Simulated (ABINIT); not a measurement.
# A GW chain in ABINIT: TiO2 (Rutile)

How does a plane-wave GW calculation on TiO2 (Rutile) run from the first input to the gap?

Main program and level: ABINIT 10.8.3; PBE and many-body steps on it, plane waves.

**Experimental background.**

- Gap 3.05 eV: band gap; bulk crystal (literature experimental value) (quoted in “Hydrogen related defects in titanium dioxide at the interface to palladium”, 2021, arxiv:2112.05953).

- Gap 3.28 eV: optical bandgap after anatase to rutile transformation; spectroscopic ellipsometry; film (polycrystalline sol-gel film on Si(100), annealed at high temperature below 800 °C) (“Photocatalytic Performance of Sol-Gel Prepared TiO2 Thin Films Annealed at Various Temperatures”, 2023, pmc:10419699).

- Gap 3.03 eV: experimental band gap, quoted; bulk crystal (quoted in “Polaron-induced phonon localization and stiffening in rutile TiO2”, 2016, arxiv:1612.05679).

- Gap 3.09 ± 0.06 eV: optical gap from Tauc plot assuming indirect allowed transition; UV/vis diffuse reflectance, Kubelka-Munk and Tauc analysis; film (30 nm ALD shell on quartz particles, grown at 200 C, annealed in air at 500 C; rutile-rich with some anatase) on SiO2 (quartz particles) (“Defect-Mediated Crystallization of the Particulate TiO2 Photocatalyst Grown by Atomic Layer Deposition”, 2024, pmc:11726664).

### Step 1. Starting point

The structure is tetragonal, space group P4_2/mnm (No. 136). Conventional cell: a = 4.592 Å, b = 4.592 Å, c = 2.957 Å, α = 90.00°, β = 90.00°, γ = 90.00°. Nearest to Ti lie 6 O at 1.95 to 1.98 Å. O has 3 Ti at 1.95 to 1.98 Å nearest. Farther neighbours and most contacts between anions are not listed.

The cell and positions come from the Crystallography Open Database and are kept as given unless a step says otherwise.

### Step 2. Ground state

This step: ABINIT 10.8.3; DFT, PBE, plane waves, norm-conserving pseudopotentials.

The ground-state density comes first.

run.abi reads:

```
acell 3*1.0 Angstrom
rprim 
  4.592200000000 0.000000000000 0.000000000000
  0.000000000000 4.592200000000 0.000000000000
  0.000000000000 0.000000000000 2.957400000000
ntypat 2
znucl 22 8
natom 6
typat 1 1 2 2 2 2
xred 
  0.000000000000 0.000000000000 0.000000000000
  0.500000000000 0.500000000000 0.500000000000
  0.304960000000 0.304960000000 0.000000000000
  0.195040000000 0.804960000000 0.500000000000
  0.695040000000 0.695040000000 0.000000000000
  0.804960000000 0.195040000000 0.500000000000
pp_dirpath "pseudos"
pseudos "Ti.upf, O.upf"
ecut 38
ngkpt 4 4 8
nshiftk 1
shiftk 0 0 0
kptopt 1
chksymbreak 0
nband 31
occopt 1
tolvrs 1e-10
nstep 60
prtwf 0
indata_prefix "in"
outdata_prefix "out"
tmpdata_prefix "tmp"
```

Started as:

```bash
$ OMP_NUM_THREADS=1 mpirun -n 8 abinit run.abi > log
```

Numbers of over 12 decimals in the logs are rounded to 6 here.

The program printed:

```text
.Version 10.8.3 of ABINIT. v10.8.2 released Aug 2026.

 Symmetries : space group P4_2/m n m (#136); Bravais tP (primitive tetrag.)
================================================================================
 Values of the parameters that define the memory need of the present run
     intxc =       0    ionmov =       0      iscf =       7    lmnmax =       6
     lnmax =       6     mgfft =      50  mpssoang =       3    mqgrid =    3001
     natom =       6  nloc_mem =       1    nspden =       1   nspinor =       1
    nsppol =       1      nsym =      16    n1xccc =    2501    ntypat =       2
    occopt =       1   xclevel =       2
-    mband =          31        mffmem =           1         mkmem =           4
       mpw =        4726          nfft =       80000          nkpt =          30
================================================================================
  Rough estimation (10% accuracy) of disk space for files :
================================================================================

--------------------------------------------------------------------------------
------------- Echo of variables that govern the present computation ------------
--------------------------------------------------------------------------------
 -outvars: echo values of preprocessed input variables --------
            acell      1.8897261259E+00  1.8897261259E+00  1.8897261259E+00 Bohr

      chksymbreak           0
             ecut      3.80000000E+01 Hartree
-          fftalg         312

              ixc     -101130
              kpt      0.00000000E+00  0.00000000E+00  0.00000000E+00
                       2.50000000E-01  0.00000000E+00  0.00000000E+00
                       5.00000000E-01  0.00000000E+00  0.00000000E+00
                       2.50000000E-01  2.50000000E-01  0.00000000E+00
                       5.00000000E-01  2.50000000E-01  0.00000000E+00
                       5.00000000E-01  5.00000000E-01  0.00000000E+00
                       0.00000000E+00  0.00000000E+00  1.25000000E-01
                       2.50000000E-01  0.00000000E+00  1.25000000E-01
                       5.00000000E-01  0.00000000E+00  1.25000000E-01
   [... 19 further rows ...]
                       5.00000000E-01  2.50000000E-01  5.00000000E-01
                       5.00000000E-01  5.00000000E-01  5.00000000E-01
         kptrlatt        4    0    0      0    4    0      0    0    8
          kptrlen      3.47120013E+01
P           mkmem           4
            natom           6
            nband          31
            ngfft          50      50      32
             nkpt          30
            nstep          60
             nsym          16
           ntypat           2
              occ      2.000000  2.000000  2.000000  2.000000  2.000000  2.000000
                       2.000000  2.000000  2.000000  2.000000  2.000000  2.000000
                       2.000000  2.000000  2.000000  2.000000  2.000000  2.000000
                       2.000000  2.000000  2.000000  2.000000  2.000000  2.000000
                       0.000000  0.000000  0.000000  0.000000  0.000000  0.000000
                       0.000000
            prtwf           0
            rprim      4.5922000000E+00  0.0000000000E+00  0.0000000000E+00
[...]
spgroup         136

           tolvrs      1.00000000E-10

             xred      0.0000000000E+00  0.0000000000E+00  0.0000000000E+00
[...]
znucl       22.00000    8.00000

================================================================================

 chkinp: Checking input parameters for consistency.

================================================================================
== DATASET  1 ==================================================================
-   mpi_nproc: 8, omp_nthreads: 1 (-1 if OMP is not activated)

--- !DatasetInfo
iteration_state: {dtset: 1, }
dimensions: {natom: 6, nkpt: 30, mband: 31, nsppol: 1, nspinor: 1, nspden: 1, mpw: 4726, }
cutoff_energies: {ecut:  38.0, pawecutdg:  -1.0, }
electrons: {nelect:   4.80000000E+01, charge:   0.00000000E+00, occopt:   1.00000000E+00, tsmear:   1.00000000E-02, }

 Real(R)+Recip(G) space primitive vectors, cartesian coordinates (Bohr,Bohr^-1):
 R(1)=  8.6780003  0.0000000  0.0000000  G(1)=  0.1152339  0.0000000  0.0000000
 R(2)=  0.0000000  8.6780003  0.0000000  G(2)=  0.0000000  0.1152339  0.0000000
 R(3)=  0.0000000  0.0000000  5.5886760  G(3)=  0.0000000  0.0000000  0.1789333
 Unit cell volume ucvol=  4.2087028E+02 bohr^3
 Angles (23,13,12)=  9.00000000E+01  9.00000000E+01  9.00000000E+01 degrees

 getcut: wavevector=  0.0000  0.0000  0.0000  ngfft=  50  50  32
         ecut(hartree)=     38.000   => boxcut(ratio)=   2.06340

--- Pseudopotential description ------------------------------------------------
- Ti Generated using ONCVPSP code by D. R. Hamann
- 22.00000  12.00000  171031                  znucl, zion, pspdat
12 -101130 2 -1 1586                          pspcod,pspxc,lmax,lloc,mmax
     nproj     2     2     2
  pspatm : epsatm=   14.68144553
         --- l  ekb(1:nproj) -->
[...]
pspatm: atomic psp has been read  and splines computed

- O Generated using ONCVPSP code by D. R. Hamann
-  8.00000   6.00000  171031                  znucl, zion, pspdat
[...]
ETOT 12  -185.20999351226    -6.887E-10 4.657E-04 1.733E-08
 ETOT 13  -185.20999351228    -2.390E-11 8.106E-04 1.246E-08
 ETOT 14  -185.20999351229    -4.320E-12 4.243E-04 1.891E-10
 ETOT 15  -185.20999351229    -3.041E-12 8.204E-04 1.068E-10
 ETOT 16  -185.20999351229     5.741E-12 4.645E-04 6.879E-12

 At SCF step   16       vres2   =  6.88E-12 < tolvrs=  1.00E-10 =>converged.

 Cartesian components of stress tensor (hartree/bohr^3)
  sigma(1 1)= -1.53689884E-04  sigma(3 2)=  0.00000000E+00
  sigma(2 2)= -1.53689884E-04  sigma(3 1)=  0.00000000E+00
  sigma(3 3)= -1.27535566E-04  sigma(2 1)=  0.00000000E+00

--- !ResultsGS
iteration_state: {dtset: 1, }
comment   : Summary of ground state results
lattice_vectors:
- [  8.6780003,   0.0000000,   0.0000000, ]
- [  0.0000000,   8.6780003,   0.0000000, ]
- [  0.0000000,   0.0000000,   5.5886760, ]
lattice_lengths: [   8.67800,    8.67800,    5.58868, ]
lattice_angles: [ 90.000,  90.000,  90.000, ] # degrees, (23, 13, 12)
lattice_volume:   4.2087028E+02
convergence: {deltae:  5.741E-12, res2:  6.879E-12, residm:  4.645E-04, diffor: null, }
etotal    :  -1.85209994E+02
entropy   :   0.00000000E+00
fermie    :   2.07992628E-01
cartesian_stress_tensor: # hartree/bohr^3
- [ -1.53689884E-04,   0.00000000E+00,   0.00000000E+00, ]
- [  0.00000000E+00,  -1.53689884E-04,   0.00000000E+00, ]
- [  0.00000000E+00,   0.00000000E+00,  -1.27535566E-04, ]
pressure_GPa:   4.2652E+00
xred      :
- [  0.0000E+00,   0.0000E+00,   0.0000E+00, Ti]
- [  5.0000E-01,   5.0000E-01,   5.0000E-01, Ti]
- [  3.0496E-01,   3.0496E-01,   0.0000E+00,  O]
- [  1.9504E-01,   8.0496E-01,   5.0000E-01,  O]
- [  6.9504E-01,   6.9504E-01,   0.0000E+00,  O]
- [  8.0496E-01,   1.9504E-01,   5.0000E-01,  O]
cartesian_forces: # hartree/bohr
- [ -0.00000000E+00,  -0.00000000E+00,  -0.00000000E+00, ]
- [ -0.00000000E+00,  -0.00000000E+00,  -0.00000000E+00, ]
- [ -1.19859205E-03,  -1.19859205E-03,  -0.00000000E+00, ]
- [  1.19859205E-03,  -1.19859205E-03,  -0.00000000E+00, ]
- [  1.19859205E-03,   1.19859205E-03,  -0.00000000E+00, ]
- [ -1.19859205E-03,   1.19859205E-03,  -0.00000000E+00, ]
force_length_stats: {min:   0.00000000E+00, max:   1.69506513E-03, mean:   1.13004342E-03, }

 Integrated electronic density in atomic spheres:
 ------------------------------------------------
 Atom  Sphere_radius  Integrated_density
[...]
================================================================================

 ----iterations are completed or convergence reached----

 Mean square residual over all n,k,spin=   13.560E-07; max=  46.447E-05
 reduced coordinates (array xred) for    6 atoms
[...]
0.500000000000      0.500000000000      0.500000000000
       0.304960000000      0.304960000000      0.000000000000
       0.195040000000      0.804960000000      0.500000000000
       0.695040000000      0.695040000000      0.000000000000
       0.804960000000      0.195040000000      0.500000000000
 rms dE/dt=  6.9343E-03; max dE/dt=  1.0401E-02; dE/dt below (all hartree)
    1       0.000000000000      0.000000000000      0.000000000000
    2       0.000000000000      0.000000000000      0.000000000000
    3       0.010401382186      0.010401382186      0.000000000000
    4      -0.010401382186      0.010401382186      0.000000000000
    5      -0.010401382186     -0.010401382186      0.000000000000
    6       0.010401382186     -0.010401382186      0.000000000000

 cartesian coordinates (angstrom) at end:
    1      0.000000     0.000000     0.000000
    2      2.296100     2.296100     1.478700
    3      1.400437     1.400437     0.000000
    4      0.895663     3.696537     1.478700
[...]
cartesian forces (hartree/bohr) at end:
[...]
frms,max,avg= 7.9906137E-04 1.1985920E-03   0.000E+00  0.000E+00  0.000E+00 h/b

 cartesian forces (eV/Angstrom) at end:
[...]
2     -0.000000    -0.000000    -0.000000
    3     -0.061634    -0.061634    -0.000000
    4      0.061634    -0.061634    -0.000000
    5      0.061634     0.061634    -0.000000
    6     -0.061634     0.061634    -0.000000
 frms,max,avg= 4.1089388E-02 6.1634081E-02   0.000E+00  0.000E+00  0.000E+00 e/A
 length scales=  1.889726125908  1.889726125908  1.889726125908 bohr
              =  1.000000000000  1.000000000000  1.000000000000 angstroms
 prteigrs : about to open file out_EIG
 Fermi (or HOMO) energy (hartree) =   0.20799   Average Vxc (hartree)=  -0.42239
 Eigenvalues (hartree) for nkpt=  30  k points:
 kpt#   1, nband= 31, wtk=  0.00781, kpt=  0.0000  0.0000  0.0000 (reduced coord)
  -1.88167   -1.88104   -1.01196   -1.01196   -1.00585   -1.00585   -1.00431   -1.00306
  -0.45917   -0.41623   -0.38859   -0.38859   -0.00405    0.01113    0.02781    0.06715
   0.06715    0.11434    0.11434    0.13502    0.18181    0.19139    0.19139    0.20799
   0.27843    0.28955    0.29815    0.30160    0.30160    0.37163    0.37784
 prteigrs : prtvol=0 or 1, do not print more k-points.

--- !EnergyTerms
iteration_state     : {dtset: 1, }
comment             : Components of total free energy in Hartree
kinetic             :  9.00957221993542E+01
hartree             :  4.27092651041187E+01
xc                  : -3.41695358225664E+01
Ewald energy        : -1.32190796511257E+02
psp_core            :  6.17517158894087E+00
local_psp           : -1.49407088145961E+02
non_local_psp       : -8.42273192491491E+00
total_energy        : -1.85209993512286E+02
total_energy_eV     : -5.03982067007844E+03
band_energy         : -2.04926177773450E+01

 Cartesian components of stress tensor (hartree/bohr^3)
  sigma(1 1)= -1.53689884E-04  sigma(3 2)=  0.00000000E+00
  sigma(2 2)= -1.53689884E-04  sigma(3 1)=  0.00000000E+00
  sigma(3 3)= -1.27535566E-04  sigma(2 1)=  0.00000000E+00

-Cartesian components of stress tensor (GPa)         [Pressure=  4.2652E+00 GPa]
- sigma(1 1)= -4.52171250E+00  sigma(3 2)=  0.00000000E+00
- sigma(2 2)= -4.52171250E+00  sigma(3 1)=  0.00000000E+00
- sigma(3 3)= -3.75222591E+00  sigma(2 1)=  0.00000000E+00

== END DATASET(S) ==============================================================
================================================================================

 -outvars: echo values of variables after computation  --------
           etotal     -1.8520999351E+02
            nband          31
             nkpt          30
          spgroup         136
 [... the other variables as echoed above ...]

 Calculation completed.
```

Wall time 29 s (8 MPI ranks of Arm Neoverse V2, shared host); peak memory 0.64 GiB.

Numbers from this step:

| Item | Value |
| --- | --- |
| total energy | -5039.8207 eV |
| gap | 1.917 eV |
| k of the valence top | 0, 0, 0 |
| k of the conduction bottom | 0, 0, 0 |
| least direct gap | 1.917 eV |
| pressure | 4.265 GPa |

The gap is direct, at Γ.

The cutoff was set for levels, not for stress, so the pressure can be off by some GPa.

(Continued in part 2 of 3.)

[Paths, hosts, dates, memory and timing lines, banners, echoed tables and standing remarks are left out of the program output.]

[Logs are printed without paths, hosts, clocks, repeated set-up lines and the standing remarks that a program may print on its own settings, such as how far it seeks lower states.]

[Runs of the session that timed out or met a known fault of the program may be left out.]

[Hosts, paths, dates, database ids (printed as entryN), source tags and the programs' standing remarks are cut or masked in the printed files.]

[G0W0 gaps are taken among the corrected bands and points alone; a level outside them can change the order at an edge.]

[Where Ansatz stands beside ABINIT at settings called matched, ABINIT's density can come from a denser mesh and the files from another edition; pairs whose starting gaps differed by over 0.03 eV were left out, so agreement reads better than it is.]
